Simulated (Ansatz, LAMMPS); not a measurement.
## Molecular dynamics of glassy 58SiO2-21B2O3-11Na2O-11K2O (mol %) (65 atoms)

Wanted: a short trajectory of glassy 58SiO2-21B2O3-11Na2O-11K2O (mol %) (65 atoms) with its pair distributions.

Calculated with Ansatz 0.2.0; Kohn-Sham DFT, PBE, PAW (set soft_2), plane waves.

### 1. Set-up

The cell holds 65 atoms: 11 Si, 8 B, 4 Na, 4 K and 38 O. Cell: a = 9.639 Å, b = 9.639 Å, c = 9.639 Å, α = 90.0°, β = 90.0°, γ = 90.0°. 65 atoms (11 Si, 8 B, 4 Na, 4 K, 38 O) placed at random at 2.27 g/cm³, melted at 3000 K for 20 ps at fixed volume with the Buckingham and Coulomb pair potential of Guillot and Sator (Geochim. Cosmochim. Acta 71, 1249 (2007)) with the boron terms of Wang et al. (J. Non-Cryst. Solids 498, 294 (2018)). Quenched from 3000 K to 300 K at 20 K/ps and fixed volume, held 10 ps at zero pressure.

Before any run, some limits are plain. The quench rate of 20 K/ps far exceeds what a furnace or splat quench reaches, so expect more defects and frozen-in strain than in a real sample. The network of bonds at the start is that of the classical potential that made the cell, and needn't be the one that DFT or experiment would give. The Brillouin zone is sampled at Γ only, in a cell whose shortest periodic width is 10 Å.

### 2. Single point at the start

A single point comes first, to see the forces before anything moves.

Contents of input.yaml:

```yaml
crystal:
  lattice:
    - [9.63941, 0.0, 0.0]
    - [0.0, 9.63941, 0.0]
    - [0.0, 0.0, 9.63941]
  atoms:
    - { symbol: Si, position: [0.48968, 0.05732, 0.20864] }
    - { symbol: Si, position: [0.17665, 0.14212, 0.30252] }
    - { symbol: Si, position: [0.88798, 0.84003, 0.54668] }
    - { symbol: Si, position: [0.71051, 0.09247, 0.61127] }
    [... 55 atom lines left out ...]
    - { symbol: O, position: [0.46023, 0.98673, 0.06101] }
    - { symbol: O, position: [0.74021, 0.14896, 0.03644] }
    - { symbol: O, position: [0.55216, 0.04308, 0.60734] }
    - { symbol: O, position: [0.43042, 0.76825, 0.94091] }
    - { symbol: O, position: [0.58701, 0.1937, 0.2213] }
    - { symbol: O, position: [0.62005, 0.7595, 0.46123] }
kpoints:
  mp_grid: { grid: [1, 1, 1] }
hamiltonian:
  xc: pbe
scf:
  occupations: { method: fixed }
output:
  forces: true
  stress: true
```

The run is started by

```bash
$ ansatz run input.yaml --threads 4 --pin off --max-ram 8192MiB --backend cpu --events-out ev --progress --plain --runs-dir out
```

Elapsed: 4.6 s, on 4 threads of Arm Neoverse V2, shared host; peak memory 0.99 GiB; 17 s of CPU time.

Numbers from this run:

```yaml
free_energy: -41959.0501 eV
free_energy_per_atom: -645.5238 eV/atom
scf_cycles: 9
pressure: -2.254 GPa
r_m_s_force_component: 1.159 eV/Å
longest_force: 3.849 eV/Å
fermi_energy: 4.283 eV
```

The r.m.s. force component of 1.2 eV/Å and the pressure of -2.3 GPa set the starting point.

Length of the force by element:

```csv
element,coordination,atoms,mean length of the force (eV/Å),spread,least,most
B,all,8,2.82,0.719,1.33,3.85
K,all,4,0.960,0.111,0.768,1.04
Na,all,4,0.840,0.328,0.300,1.18
O,all,38,1.54,0.663,0.113,2.98
Si,all,11,2.62,0.678,1.36,3.60
```

### 3. Dynamics started at 300 K

Without a thermostat the total energy must stay constant, which tests forces and time step. The time step is 1.0 fs.

input.yaml, as its differences from that of step 2:

```diff
@@ -16 +16,8 @@
   stress: true
+md:
+  timestep: 1.0
+  n_steps: 652
+  ensemble: nve
+  temperature: 300
+  initial_velocities: maxwell_boltzmann
+  seed: 8467
```

Run time: 32 min. Hardware: 4 threads; peak memory 1.1 GiB.

The program notes that the SCF threshold is loose for the stress and it switched symmetry off.

Rows from the run:

```csv
time (fs),T (K),potential (meV/atom),conserved (meV/atom)
0.0,300,0.0,0.00
43.0,614,-40.0,-0.14
87.0,553,-32.3,-0.04
130.0,598,-38.0,-0.08
174.0,598,-38.0,-0.14
217.0,607,-39.2,-0.09
261.0,585,-36.3,-0.10
304.0,605,-39.0,-0.10
348.0,612,-39.9,-0.12
391.0,520,-28.0,-0.09
435.0,542,-30.8,-0.08
478.0,658,-45.8,-0.18
522.0,555,-32.6,-0.08
565.0,501,-25.6,-0.09
609.0,546,-31.5,-0.12
652.0,560,-33.2,-0.10
```

Mean square displacement from the first frame to the last: Si 0.063 Å², B 0.21 Å², Na 1.4 Å², K 1.3 Å², O 0.18 Å².

Table of mean square displacement by time lag:

```csv
time lag (fs),B (Å²),K (Å²),Na (Å²),O (Å²),Si (Å²)
1,1.2e-4,4.6e-5,1.2e-4,8.0e-5,4.4e-5
28,0.0240,0.0357,0.0915,0.0381,0.0172
41,0.0298,0.0748,0.186,0.0629,0.0252
68,0.0524,0.191,0.431,0.106,0.0413
95,0.0639,0.335,0.667,0.136,0.0523
122,0.0734,0.486,0.821,0.157,0.0613
136,0.0756,0.562,0.860,0.165,0.0658
163,0.0786,0.694,0.864,0.178,0.0738
190,0.0783,0.814,0.798,0.190,0.0791
204,0.0793,0.875,0.747,0.195,0.0813
231,0.0833,0.998,0.642,0.204,0.0845
258,0.0885,1.12,0.549,0.206,0.0839
285,0.0870,1.25,0.487,0.196,0.0788
298,0.0886,1.31,0.471,0.190,0.0755
326,0.0841,1.44,0.479,0.176,0.0680
```

Over the second half of 652 fs the temperature averages 564 K with swings of 39 K r.m.s. The conserved energy stays within 0.18 meV/atom. From first frame to last Na has the largest mean square displacement, 1.4 Å² at the end; the farthest move is 1.68 Å. The mean temperature of 564 K lies well off the 300 K of the input: without a thermostat, the energy that the start releases heats the cell. The run spans 0.65 ps, too short for its means to be equilibrium values.

### 4. Local order late in the run

The g(r) is a mean over the second half; what follows it is taken at the last frame.

Bonds before and after, by the cutoffs listed below:

```csv
pair,bonds before,bonds after,mean before (Å),mean after (Å),spread before (Å),spread after (Å)
O-Si,44,44,1.638,1.640,0.029,0.048
O-B,29,28,1.455,1.452,0.052,0.100
O-K,19,23,3.139,2.956,0.126,0.226
```

Density 2.32 g/cm³, 13.78 Å³ an atom.

Mean of 14 frames. Pair distribution functions g(r), in bins of 0.2 Å:

```csv
r (Å),total,O-O,O-Si,O-B,O-K,O-Na,Si-Si
1.20,0.02,0.00,0.00,0.15,0.00,0.00,0.00
1.40,1.71,0.00,0.00,11.94,0.00,0.00,0.00
1.60,2.89,0.00,12.11,3.46,0.00,0.00,0.00
1.80,0.36,0.00,1.73,0.13,0.00,0.00,0.00
2.00,0.03,0.00,0.02,0.00,0.00,0.44,0.00
2.20,0.29,0.32,0.00,0.00,0.00,2.54,0.00
2.40,0.97,2.33,0.00,0.00,0.32,1.93,0.00
2.60,1.35,3.07,0.00,0.00,1.13,1.46,0.00
2.80,1.21,2.00,0.01,0.18,1.69,1.02,0.42
3.00,0.85,0.52,0.33,0.77,1.38,0.91,3.35
3.20,0.98,0.66,0.78,1.47,1.21,0.92,3.54
3.40,0.94,0.73,1.19,1.19,0.99,0.77,0.11
3.60,1.03,0.69,1.40,1.35,0.96,0.78,0.00
3.80,1.15,0.76,1.77,1.67,0.97,0.75,0.46
4.00,1.21,0.67,1.88,1.73,0.97,1.21,1.29
4.20,1.08,0.79,1.68,1.05,1.11,0.84,0.72
4.40,0.98,1.02,0.96,0.81,0.82,1.11,1.41
4.60,0.99,1.34,0.59,0.69,0.85,1.07,1.27
```

Bonds by pair of elements; cutoffs follow the first minimum of g(r), held within bounds set by covalent radii, and pairs that aren't listed don't count as bonded:

```csv
pair A-B,cutoff (Å),bonds,mean length (Å),spread (Å),shortest (Å),B about A,A about B
O-Si,2.16,44,1.64,0.048,1.52,1.16,4
O-B,1.83,28,1.45,0.1,1.32,0.737,3.5
O-K,3.48,23,2.96,0.226,2.57,0.605,5.75
O-Na,2.77,17,2.35,0.15,2.04,0.447,4.25
```

The cutoff for O-Na falls short of the minimum of g(r), so counts run low and odd coordinations can be artefacts.

How many atoms have how many bonded neighbours:

```csv
element,mean,2,3,4,5,6,8
B,3.5,0,4,4,0,0,0
K,5.75,0,0,1,1,1,1
Na,4.25,1,0,1,1,1,0
O,2.95,12,17,8,1,0,0
Si,4,0,0,11,0,0,0
```

Bond angles, per cent of each kind in bins of 5°:

```csv
angle (°),O-Si-O,O-K-O,O-B-O,O-Na-O,K-O-Si
40–45,0.0,1.7,0.0,0.0,0.0
45–50,0.0,3.4,0.0,0.0,0.0
50–55,0.0,13.6,0.0,0.0,0.0
55–60,0.0,3.4,0.0,6.2,0.0
60–65,0.0,0.0,0.0,9.4,0.0
65–70,0.0,3.4,0.0,6.2,0.0
70–75,0.0,5.1,0.0,6.2,0.0
75–80,0.0,3.4,0.0,9.4,0.0
80–85,0.0,5.1,0.0,3.1,0.0
85–90,0.0,5.1,0.0,0.0,7.7
90–95,1.5,5.1,0.0,0.0,11.5
95–100,15.2,8.5,5.6,9.4,15.4
100–105,10.6,1.7,19.4,9.4,15.4
105–110,28.8,5.1,8.3,6.2,7.7
110–115,24.2,5.1,22.2,0.0,3.9
115–120,10.6,3.4,25.0,6.2,7.7
120–125,6.1,0.0,13.9,6.2,7.7
125–130,1.5,6.8,5.6,6.2,15.4
130–135,0.0,5.1,0.0,3.1,0.0
135–140,1.5,1.7,0.0,9.4,3.9
140–145,0.0,5.1,0.0,0.0,3.9
145–150,0.0,1.7,0.0,3.1,0.0
150–155,0.0,1.7,0.0,0.0,0.0
155–160,0.0,0.0,0.0,0.0,0.0
160–165,0.0,0.0,0.0,0.0,0.0
165–170,0.0,3.4,0.0,0.0,0.0
170–175,0.0,1.7,0.0,0.0,0.0
```

Bond angles (no mean is given where the spread exceeds 20°):

```csv
angle,count,mean (°),spread (°)
O-Si-O,66,109,7.9
O-K-O,59,-,-
O-B-O,36,113,8.1
O-Na-O,32,-,-
K-O-Si,26,109,15.8
```

Oxygen atoms by the number of network formers (Si, P, Ge, B, Al, As, Ga) bound to them:

```csv
network formers bound to O,O atoms,per cent
0,0,0
1,4,10.5
2,34,89.5
```

Network units: each former by its oxygen neighbours and how many of them bridge to another former:

```csv
former,O neighbours,bridging O,atoms
Si,4,3,3
Si,4,4,8
B,3,2,1
B,3,3,3
B,4,4,4
```

Bond length by coordination (bonds to H left out):

```csv
element,coordination,atoms,mean bond length (Å)
B,3,4,1.38
B,4,4,1.51
K,4,1,2.93
K,5,1,2.94
K,6,1,2.92
K,8,1,3.00
Na,2,1,2.21
Na,4,1,2.3
Na,5,1,2.40
Na,6,1,2.38
O,2,12,1.52
O,3,17,2.02
O,4,8,2.15
O,5,1,2.44
```

Rings of the network by King's shortest-path rule, up to 12 atoms, one path for each pair of neighbours; H, halogens, alkali and alkaline-earth atoms are left out, and the last column divides by all other atoms, bonded or not:

```csv
ring size (atoms),rings,per network atom
8,2,0.035
10,4,0.07
12,15,0.263
```

For some of the pairs, g(r) has its first main peak near 2.6 Å (O-O), 1.6 Å (O-Si), 1.4 Å (O-B), 2.8 Å (O-K), 2.3 Å (O-Na) and 3.1 Å (Si-Si). The O-Si-O angle averages 109° with a spread of 8°. 90 % of the oxygens bridge two formers (Si and B) and 10 % are non-bridging. The commonest Si unit has 4 oxygens, 4 of them shared with other formers (8 of 11 atoms). Rings of 12 atoms are the most common (71 % of those counted); sizes run from 8 to 12, where the search stops.

### 5. Single point at the last frame

The last frame is solved again with fuller output, to read the electronic structure of a thermally displaced geometry.

Contents of input.yaml:

```yaml
crystal:
  lattice:
    - [9.63941, 0.0, 0.0]
    - [0.0, 9.63941, 0.0]
    - [0.0, 0.0, 9.63941]
  atoms:
    - { symbol: Si, position: [0.47296, 0.04597, 0.2232] }
    - { symbol: Si, position: [0.19649, 0.16539, 0.32174] }
    - { symbol: Si, position: [0.90194, 0.83962, 0.56532] }
    - { symbol: Si, position: [0.71258, 0.075, 0.63277] }
    [... 55 atom lines left out ...]
    - { symbol: O, position: [0.43471, 0.95737, 0.08344] }
    - { symbol: O, position: [0.7157, 0.12756, 0.9916] }
    - { symbol: O, position: [0.55212, 0.01221, 0.62233] }
    - { symbol: O, position: [0.37221, 0.74891, 0.9264] }
    - { symbol: O, position: [0.61156, 0.15344, 0.21555] }
    - { symbol: O, position: [0.61722, 0.75827, 0.47564] }
kpoints:
  mp_grid: { grid: [1, 1, 1] }
hamiltonian:
  xc: pbe
scf:
  occupations: { method: fixed }
output:
  forces: true
  stress: true
  populations: true
  dos:
    method: { smearing: { sigma: 0.08 } }
    de: 0.1
    projected: { site_lists: { B: [B], K: [K], Na: [Na], O: [O], Si: [Si] } }
  eigenvalues: true
  write_density: true
  write_potential: true
  volumetric_format: npy
  elf: true
```

The job ended after 8.1 s (4 threads; peak memory 1.1 GiB; 30 s of CPU time).

The program notes that the exchange-correlation potential is rough where the density is thin.

Read from the output:

```yaml
free_energy: -41961.2073 eV
free_energy_per_atom: -645.5570 eV/atom
scf_cycles: 9
pressure: 0.6969 GPa
r_m_s_force_component: 1.017 eV/Å
longest_force: 4.207 eV/Å
fermi_energy: 2.974 eV
spacing_of_highest_filled_and_lowest_empty_level: 3.709 eV
spilling_of_the_projection: 0.00991
```

Length of the force by element:

```csv
element,coordination,atoms,mean length of the force (eV/Å),spread,least,most
B,all,8,1.97,0.618,0.786,2.82
K,all,4,0.326,0.0895,0.226,0.456
Na,all,4,0.813,0.510,0.368,1.68
O,all,38,1.39,0.675,0.441,2.97
Si,all,11,2.40,0.924,0.852,4.21
```

Löwdin charges by element (they lack the spilled electrons, 0.056 e an atom on average):

```csv
element,coordination,atoms,mean charge (e),spread,least,most
B,all,8,0.598,0.0348,0.534,0.651
K,all,4,0.878,0.0035,0.872,0.882
Na,all,4,0.820,0.0152,0.796,0.837
O,all,38,-0.703,0.139,-0.982,-0.391
Si,all,11,1.71,0.0477,1.64,1.77
```

States in the cell by windows of 1 eV, zero at the Fermi level; the larger projections on atomic orbitals stand beside the total:

```csv
from (eV),to (eV),total,O p,Si p,K p
-14,-13,0.0,0.0,0.0,0.0
-13,-12,20.9,0.1,0.0,20.7
-12,-11,3.1,0.0,0.0,3.0
-11,-10,0.0,0.0,0.0,0.0
-10,-9,6.4,4.3,0.2,0.0
-9,-8,11.6,7.9,0.5,0.0
-8,-7,13.4,9.4,1.0,0.0
-7,-6,16.9,12.3,2.1,0.0
-6,-5,17.9,13.2,2.0,0.0
-5,-4,19.0,14.6,1.2,0.0
-4,-3,31.6,26.7,1.5,0.0
-3,-2,39.7,36.3,1.0,0.0
-2,-1,36.2,34.0,0.6,0.0
-1,0,34.6,33.2,0.4,0.0
0,1,0.6,0.6,0.0,0.0
1,3,0.0,0.0,0.0,0.0
3,4,2.0,0.1,0.0,0.0
4,5,0.0,0.0,0.0,0.0
```

The curve was stored every 0.100 eV, coarse against its broadening of 0.08 eV, so these counts are rough.

With fixed occupations the program's Fermi level is the highest filled level; weight inside the gap is the broadening of levels at its edges.

Between -26 and -14 eV lie 100 more states.

The stored curve holds about 352 of the 368 electrons; the rest, give or take the few that broadening carries across the Fermi level, lie in deeper levels below its range.

The levels nearest the highest filled one (over half full), pooled over k-points and spins:

```csv
level less the highest filled one (eV),occupation
-0.443,2
-0.347,2
-0.207,2
-0.156,2
-0.0331,2
0,2
3.71,0
5.19,0
5.32,0
5.57,0
5.86,0
5.98,0
```

Mean Löwdin charges: B +0.60, K +0.88, Na +0.82, O -0.70, Si +1.71 e (they miss 0.99 % of the electrons, so they add up to more than the cell's charge).

### 6. Summary of results

| Quantity | Value |
| --- | --- |
| mean temperature, second half | 564.2 K |
| temperature swing, second half | 39.4 K |
| mean pressure, second half | -0.2427 GPa |
| slope of the conserved energy against time, by least squares | -0.009 meV/atom/ps |
| free energy per atom | -645.5570 eV/atom |
| pressure | 0.6969 GPa |
| r.m.s. force component | 1.017 eV/Å |
| gap (highest filled to lowest empty level) | 3.709 eV |
| wall time of the 3 DFT runs | 32 min |

What this shows: Over the second half of 652 fs the temperature averages 564 K with swings of 39 K r.m.s. The conserved energy stays within 0.18 meV/atom. The mean temperature of 564 K lies well off the 300 K of the input: without a thermostat, the energy that the start releases heats the cell. The run spans 0.65 ps, too short for its means to be equilibrium values. 90 % of the oxygens bridge two formers (Si and B) and 10 % are non-bridging. The highest filled and lowest empty levels differ by 3.71 eV (at Γ alone); a semilocal functional tends to put such gaps too low. In a disordered cell it changes from sample to sample, and tail or defect levels can set it.

What to keep in mind: The stress is far from hydrostatic: its diagonal is 1.6, -2.5, 3.0 GPa, compression counted positive. The pressure of a single frame lacks the kinetic term, about 0.57 GPa here.

[Logs are printed without paths, hosts, clocks, repeated set-up lines and the standing remarks that a program may print on its own settings, such as how far it seeks lower states.]

[Hosts, paths, dates, database ids (printed as entryN), source tags and the programs' standing remarks are cut or masked in the printed files.]
